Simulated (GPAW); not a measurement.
# Dielectric function and optical constants of Ba3SbP, part 2 of 2

Aim: the dielectric function of Ba3SbP, and the optical constants that follow from it.

GPAW 26.7.0; DFT, PBE, plane-wave PAW (GPAW data sets), scalar-relativistic, RPA, optical limit.

So far. Step 2 (Ground state): There is a gap, 0.31 eV on this mesh (points off the mesh can give less), so no carriers' term is needed.

### 4. Dielectric function, RPA

Local fields let the induced charge screen the field inside the cell, which as a rule lowers ε, most along directions where the density is uneven.

This step: DFT, PBE, plane-wave PAW (GPAW data sets), scalar-relativistic, RPA, optical limit (GPAW 26.7.0).

df.py reads:

```python
from gpaw.response.df import DielectricFunction

df = DielectricFunction('full.gpw', frequencies={'type': 'nonlinear', 'domega0': 0.03, 'omega2': 8},
                        ecut=50,
                        eta=0.1,
                        nbands=97,
                        txt='df.txt')
for direction in ['x']:
    df.get_dielectric_function(xc='RPA', direction=direction, filename=f'df_{direction}.csv')
```

The run is started by

```sh
$ OMP_NUM_THREADS=1 python df.py
```

The log of the run:

```text
Using integrator: PointIntegrator
NonLinearFrequencyDescriptor(from 0.000 to 49.845 eV, 465 points)
Nonperiodic BCs:  [False False False]
Using integrator: PointIntegrator
NonLinearFrequencyDescriptor(from 0.000 to 49.845 eV, 465 points)
Nonperiodic BCs:  [False False False]

Calculating chi0 body with:
    Ground state adapter containing:
    Number of spins: 1
    Number of kpoints: 64
    Number of irreducible kpoints: 10
    Number of completely occupied states: 25
    Number of partially occupied states: 25

    Linear response parametrization:
    q_c: [0.0, 0.0, 0.0]
    Number of frequency points: 465
    Planewave cutoff: 50.0
    Number of bands: 97
    Number of planewaves: 179
    Broadening (eta): 0.1

Integrating chi0 body.

Symmetries of q_c:
    Direct symmetries (Uq -> q): 48
    Indirect symmetries (TUq -> q): 0
In total 48 allowed symmetries.

10 groups of equivalent kpoints. 84.375% reduction.

Integral kind: spectral function

Calculating chi0 optical extensions with:
    Ground state adapter containing:
    Number of spins: 1
    Number of kpoints: 64
    Number of irreducible kpoints: 10
    Number of completely occupied states: 25
    Number of partially occupied states: 25

    Linear response parametrization:
    Number of frequency points: 465
    Planewave cutoff: 50.0
    Number of bands: 97
    Number of planewaves: 179
    Broadening (eta): 0.1
Integrating chi0 head and wings.

Symmetries of q_c:
    Direct symmetries (Uq -> q): 48
    Indirect symmetries (TUq -> q): 0
In total 48 allowed symmetries.

10 groups of equivalent kpoints. 84.375% reduction.

Integral kind: spectral function wings
```

Run time: 20 s. Hardware: 1 thread of Intel Xeon 6975P-C (Granite Rapids), shared host; peak memory 1 GiB.

This step gave:

- electronic dielectric constant ε∞, mean over x, y and z (by symmetry where fewer were run): 38.16
- centre of weight of the strongest loss peak in the window: 10.02 eV

Some rows of df_x.csv (energy; Re and Im without local fields; Re and Im with them):

```text
0.000000, 41.459333, 0.000000, 38.164717, 0.000000
0.460735, 9.990367, 19.699968, 7.009639, 18.593428
0.943989, 9.697875, 6.254862, 7.222346, 5.358789
1.451455, 7.925767, 10.366257, 6.260319, 8.091836
1.984998, 9.219448, 12.587234, 7.717437, 8.286386
2.546682, 3.389077, 11.953966, 4.570345, 8.737826
3.138794, -1.236872, 8.078235, 0.718725, 8.050345
3.763875, 1.284838, 4.913248, 1.163013, 4.234740
4.424758, -1.455223, 5.234958, -1.229749, 5.732992
5.124608, 0.457043, 6.395176, 0.574220, 5.959229
5.866977, -2.355210, 2.323329, -2.509719, 2.400294
6.655862, -0.773770, 1.263169, -0.905270, 1.184925
7.495775, 0.017381, 1.673569, 0.004570, 1.490349
8.391833, -0.567943, 2.192424, 0.399496, 2.319668
9.349861, 0.134566, 0.777422, -0.007169, 0.767177
10.376517, 0.432087, 0.609931, 0.230924, 0.416785
11.479449, 0.744208, 0.516797, 0.530768, 0.351133
12.667487, 1.064737, 0.315278, 0.804367, 0.364015
13.950874, 2.019216, 0.604748, 1.046457, 0.419844
```

The Im ε, E ∥ x has structure finer than the step of the table below, so its rows give means over 0.5 eV, whole bins alone (the curve runs from 0 to 15.0 eV). Peaks (eV: height): 0.30: 38.1, 1.18: 10.1, 2.13: 10.9.

Sum at mesh points, not converged in k; values under the direct gap are tails of Lorentzian lines. The Im ε, E ∥ x by photon energy; means over each step:

photon energy (eV), Im ε, E ∥ x and a bar:
```
      0.5       21.9 ##############################
      1.0        7.4 ##########
      1.5        6.8 #########
      2.0        8.5 ###########
      2.5        8.0 ###########
      3.0        8.6 ###########
      3.5        5.5 #######
      4.0        5.0 ######
      4.5        5.4 #######
      5.0        4.6 ######
      5.5        4.7 ######
      6.0        2.0 ##
      6.5        1.3 #
      7.0        1.1 #
      7.5        1.4 #
      8.0        1.3 #
      8.5        1.9 ##
      9.0        0.8 #
      9.5        0.7 
     10.0        0.6 
     10.5        0.4 
     11.0        0.4 
     11.5        0.4 
     12.0        0.4 
     12.5        0.4 
     13.0        0.5 
     13.5        0.5 
     14.0        0.4 
     14.5        0.6
```

The reflectivity at normal incidence, E ∥ x has structure finer than the step of the table below, so its rows give means over 0.5 eV, whole bins alone (the curve runs from 0 to 15.0 eV). Peaks (eV: height): 0.30: 59.4, 1.18: 36.4, 2.13: 38.0, 3.34: 39.1, 4.38: 39.7, 6.07: 54.9, 8.77: 37.8.

Sum at mesh points, not converged in k. Table of reflectivity at normal incidence, E ∥ x by photon energy; means over each step:

photon energy (eV), reflectivity at normal incidence, E ∥ x (%) and a bar:
```
      0.5       50.4 #############################
      1.0       31.5 ##################
      1.5       29.3 #################
      2.0       34.0 ####################
      2.5       32.4 ###################
      3.0       37.0 #####################
      3.5       33.2 ###################
      4.0       25.2 ##############
      4.5       35.7 #####################
      5.0       27.8 ################
      5.5       42.5 #########################
      6.0       51.5 ##############################
      6.5       37.0 #####################
      7.0       19.8 ###########
      7.5       17.3 ##########
      8.0       13.4 #######
      8.5       24.8 ##############
      9.0       28.3 ################
      9.5       18.1 ##########
     10.0       14.8 ########
     10.5        9.0 #####
     11.0        4.0 ##
     11.5        3.3 #
     12.0        1.6 
     12.5        1.7 
     13.0        1.3 
     13.5        1.6 
     14.0        1.1 
     14.5        1.9
```

The Im ε, E ∥ x has structure finer than the step of the table below, so its rows give means over 0.5 eV, whole bins alone (the curve runs from 0 to 15.0 eV). Peaks (eV: height): without local fields 0.30: 39.3, 1.18: 12.0, 2.10: 15.5; with local fields 0.30: 38.1, 1.18: 10.1, 2.13: 10.9.

Sum at mesh points, not converged in k; values under the direct gap are tails of Lorentzian lines. Im ε, E ∥ x against photon energy; means over each step:

| photon energy (eV) | without local fields | with local fields |
| --- | --- | --- |
| 0.5 | 23.1 | 21.9 |
| 1.0 | 8.70 | 7.40 |
| 1.5 | 8.57 | 6.77 |
| 2.0 | 12.2 | 8.54 |
| 2.5 | 10.7 | 7.98 |
| 3.0 | 9.26 | 8.61 |
| 3.5 | 5.10 | 5.50 |
| 4.0 | 5.75 | 4.97 |
| 4.5 | 5.04 | 5.43 |
| 5.0 | 4.83 | 4.64 |
| 5.5 | 4.59 | 4.71 |
| 6.0 | 1.95 | 2.00 |
| 6.5 | 1.44 | 1.33 |
| 7.0 | 1.33 | 1.11 |
| 7.5 | 1.66 | 1.42 |
| 8.0 | 1.69 | 1.30 |
| 8.5 | 1.64 | 1.88 |
| 9.0 | 0.710 | 0.816 |
| 9.5 | 0.725 | 0.702 |
| 10.0 | 0.699 | 0.620 |
| 10.5 | 0.578 | 0.406 |
| 11.0 | 0.511 | 0.406 |
| 11.5 | 0.505 | 0.375 |
| 12.0 | 0.485 | 0.387 |
| 12.5 | 0.359 | 0.416 |
| 13.0 | 0.327 | 0.456 |
| 13.5 | 0.278 | 0.472 |
| 14.0 | 0.633 | 0.438 |
| 14.5 | 1.33 | 0.598 |

The loss function −Im 1/ε at q → 0, E ∥ x has structure finer than the step of the table below, so its rows give means over 0.5 eV, whole bins alone (the curve runs from 0 to 15.0 eV). Peaks (eV: height): 6.99: 1.00, 9.68: 1.64, 10.24: 2.08.

Sum at mesh points, not converged in k; values under the direct gap are tails of Lorentzian lines. The loss function −Im 1/ε at q → 0, E ∥ x by energy loss; means over each step:

| energy loss (eV) | loss function −Im 1/ε at q → 0, E ∥ x |
| --- | --- |
| 0.5 | 0.0477 |
| 1.0 | 0.0742 |
| 1.5 | 0.0874 |
| 2.0 | 0.0680 |
| 2.5 | 0.101 |
| 3.0 | 0.113 |
| 3.5 | 0.187 |
| 4.0 | 0.183 |
| 4.5 | 0.190 |
| 5.0 | 0.218 |
| 5.5 | 0.176 |
| 6.0 | 0.250 |
| 6.5 | 0.530 |
| 7.0 | 0.861 |
| 7.5 | 0.705 |
| 8.0 | 0.733 |
| 8.5 | 0.473 |
| 9.0 | 1.07 |
| 9.5 | 1.43 |
| 10.0 | 1.59 |
| 10.5 | 1.61 |
| 11.0 | 0.950 |
| 11.5 | 0.821 |
| 12.0 | 0.532 |
| 12.5 | 0.536 |
| 13.0 | 0.421 |
| 13.5 | 0.487 |
| 14.0 | 0.354 |
| 14.5 | 0.369 |

At chosen wavelengths:

| wavelength (nm) | n | k | R (%) | 1/α |
| --- | --- | --- | --- | --- |
| 1550 | 2.38 | 1.437 | 29.5 | 86 nm |
| 633 | 3.07 | 1.327 | 33.0 | 38 nm |
| 532 | 2.32 | 1.598 | 31.6 | 26 nm |
| 450 | 2.60 | 1.700 | 34.4 | 21 nm |
| 405 | 2.12 | 1.893 | 36.3 | 17 nm |
| 248 | 1.70 | 1.269 | 23.6 | 16 nm |
| 193 | 0.65 | 1.121 | 34.6 | 14 nm |

Below the direct gap, k and the depth come from the tails of the Lorentzian lines, not from transitions.

Rows near the edge hang on the gap, which this functional as a rule makes too small, and phonon-assisted absorption is left out.

### 5. What came out

| Quantity | Value |
| --- | --- |
| electronic dielectric constant ε∞, mean over x, y and z (by symmetry where fewer were run) (RPA) | 38.2 |
| centre of weight of the strongest loss peak in the window, first axis | 10.0 eV |

**Reading.** At this level (PBE, RPA) Ba3SbP has ε∞ = 38.2 and n = 2.38 at 1550 nm. On the mesh the gap is 0.31 eV and the least direct gap 0.31 eV. Local fields change the static value along x from 41.46 to 38.16 (-8 %). Excitons and phonon-assisted transitions are missing; PBE gaps are as a rule too small, which pulls the onset down and ε∞ up. Spin-orbit coupling is left out although heavy atoms are present. The sum runs over mesh points 0.26 Å⁻¹ apart with no interpolation, so peaks are partly noise of the mesh; over so small a direct gap single mesh points weigh heavily, so ε∞, n and their changes from run to run can be far off.

[Machine, clock and banner lines and Python warnings are left out of the logs.]

[Logs are printed without paths, hosts, clocks, repeated set-up lines and the standing remarks that a program may print on its own settings, such as how far it seeks lower states.]

[Hosts, paths, dates, database ids (printed as entryN), source tags and the programs' standing remarks are cut or masked in the printed files.]
